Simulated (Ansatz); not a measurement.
# How twisted h-AlN/h-SiC alternating trilayer changes with twist angle

How do forces, levels, charges and cost change with the twist angle, which sets the moiré cell and the mix of stacking registries?

Computed with Ansatz 0.2.0: Kohn-Sham DFT, PBE+D3(BJ), PAW (set soft_2). Every run is a single point, with the atoms held where the recipe put them (cutoff of the plane-wave runs 420 eV, fixed occupations).

First member: h-AlN (a = 3.13 Å) under h-SiC (a = 3.1 Å), alternating trilayer, commensurate cell of 31 unit cells a layer, twist 17.90 deg, both strained to the mean lattice constant; facing planes 3.16, 3.19 Å apart; 14 Å of vacuum; layers as built, displaced by a Gaussian of 0.01 Å.

Last member: h-AlN (a = 3.13 Å) under h-SiC (a = 3.1 Å), alternating trilayer, commensurate cell of 61 unit cells a layer, twist 52.66 deg, both strained to the mean lattice constant; facing planes 3.16, 3.19 Å apart; 14 Å of vacuum; layers as built, displaced by a Gaussian of 0.01 Å.

The members:

```
twist angle (°)  reduced formula  atoms  valence electrons  k-mesh              basis
          17.90         Al2SiCN2    186                744   1×1×1        plane waves
          27.80         Al2SiCN2     78                312   1×1×1        plane waves
          38.21         Al2SiCN2     42                168   1×1×1        plane waves
          46.83         Al2SiCN2    114                456   1×1×1        plane waves
          50.57         Al2SiCN2    222                888   1×1×1        plane waves
          52.66         Al2SiCN2    366               1464   1×1×1  support functions
```

The input of the first member, without its atom lines; other members have their own cell and atoms, and may differ in mesh, basis and outputs:

```yaml
crystal:
  lattice:
    - [17.3436, 0.0, 0.0]
    - [-8.6718, 15.02, 0.0]
    - [0.0, 0.0, 20.35]
  atoms:
    [... 186 lines ...]
kpoints:
  mp_grid: { grid: [1, 1, 1] }
hamiltonian:
  xc: pbe
  dispersion: d3bj
scf:
  occupations: { method: fixed }
output:
  forces: true
  populations: true
  dos:
    method: { smearing: { sigma: 0.08 } }
    de: 0.1
    projected:
      site_lists:
        Al: [Al]
        C: [C]
        "N": ["N"]
        Si: [Si]
        layer_1: [0, 1, 2, 3, 4, 5, 6, 7, 8, 9, 10, 11, 12, 13, 14, 15, 16, 17, 18, 19, 20, 21, 22, 23, 24, 25, 26, 27, 28, 29, 30, 31, 32, 33, 34, 35, 36, 37, 38, 39, 40, 41, 42, 43, 44, 45, 46, 47, 48, 49, 50, 51, 52, 53, 54, 55, 56, 57, 58, 59, 60, 61]
        layer_2: [62, 63, 64, 65, 66, 67, 68, 69, 70, 71, 72, 73, 74, 75, 76, 77, 78, 79, 80, 81, 82, 83, 84, 85, 86, 87, 88, 89, 90, 91, 92, 93, 94, 95, 96, 97, 98, 99, 100, 101, 102, 103, 104, 105, 106, 107, 108, 109, 110, 111, 112, 113, 114, 115, 116, 117, 118, 119, 120, 121, 122, 123]
        layer_3: [124, 125, 126, 127, 128, 129, 130, 131, 132, 133, 134, 135, 136, 137, 138, 139, 140, 141, 142, 143, 144, 145, 146, 147, 148, 149, 150, 151, 152, 153, 154, 155, 156, 157, 158, 159, 160, 161, 162, 163, 164, 165, 166, 167, 168, 169, 170, 171, 172, 173, 174, 175, 176, 177, 178, 179, 180, 181, 182, 183, 184, 185]
  eigenvalues: true
  write_density: true
  write_potential: true
  volumetric_format: npy
```

Results; charges are mean Löwdin charges in e:

```
twist angle (°)  r.m.s. force (eV/Å)  gap (eV)   q(C)  q(Si)  q(Al)
          17.90                0.336                1.68  -0.96  +1.08  +1.14
          27.80                0.380                1.58  -0.96  +1.08  +1.15
          38.21                0.361                2.53  -0.93  +1.06  +1.13
          46.83                0.342                1.97  -0.95  +1.08  +1.14
          50.57                0.333                1.67  -0.96  +1.08  +1.14
          52.66                0.345                1.46      -      -      -
```

The gap is that between the highest filled and lowest empty Kohn-Sham level on the run's k-points; surface or edge levels can set it, and semilocal functionals tend to put gaps under measured ones. The projection misses up to 0.042 e an atom, so the charges add up to more than the cell's charge.

Bonds in each cell, which the recipe sets and DFT didn't move; cutoffs follow each cell's own g(r) within set bounds (mean length in Å, and neighbours of the second kind about the first):

```
twist angle (°)  Al-N length  Al-N count  C-Si length  C-Si count
          17.90        1.799        3.00        1.799        3.00
          27.80        1.799        3.00        1.799        3.00
          38.21        1.799        3.00        1.799        3.00
          46.83        1.799        3.00        1.799        3.00
          50.57        1.799        3.00        1.799        3.00
          52.66        1.799        3.00        1.799        3.00
```

Cost on 8 threads of Arm Neoverse V2, shared host:

```
twist angle (°)  atoms              basis  k-mesh  SCF cycles     time  host memory (GiB)  Δ force from the first basis (meV/Å)
          17.90    186        plane waves   1×1×1           9     71 s                7.4                                     -
          17.90    186  support functions   1×1×1          14  2.3 min                8.4                                  0.31
          27.80     78        plane waves   1×1×1           9     10 s                2.1                                     -
          27.80     78  support functions   1×1×1          13     49 s                4.0                                  0.24
          38.21     42        plane waves   1×1×1           8      3 s                1.0                                     -
          38.21     42  support functions   1×1×1          16     36 s                2.9                                  0.21
          46.83    114        plane waves   1×1×1           9     21 s                3.6                                     -
          46.83    114  support functions   1×1×1          14     97 s                6.0                                  0.29
          50.57    222        plane waves   1×1×1           9  1.9 min                9.5                                     -
          50.57    222  support functions   1×1×1          13  2.6 min                8.2                                  0.32
          52.66    366  support functions   1×1×1          18  6.1 min                 13                                     -
```

Times include the outputs that each run asked for, on hosts shared with other jobs.

**Reading.** The gap is lowest at 52.7° (1.46 eV) and highest at 38.2° (2.53 eV), with no steady trend; each angle folds other k-points onto its coarse mesh, so sampling can make such differences. The mean charge on C lies between -0.96 and -0.93 e, with no steady trend. Support functions take 12 times the wall time of plane waves at 42 atoms and 1.4 times at 222 (the times hold unlike extra outputs; shared hosts, so rough).

Caveats: Beside vacuum, support functions can miss their usual error bounds without a warning. The random displacements of the recipe add to the forces of every member.

[Logs are printed without paths, hosts, clocks, repeated set-up lines and the standing remarks that a program may print on its own settings, such as how far it seeks lower states.]

[Hosts, paths, dates, database ids (printed as entryN), source tags and the programs' standing remarks are cut or masked in the printed files.]
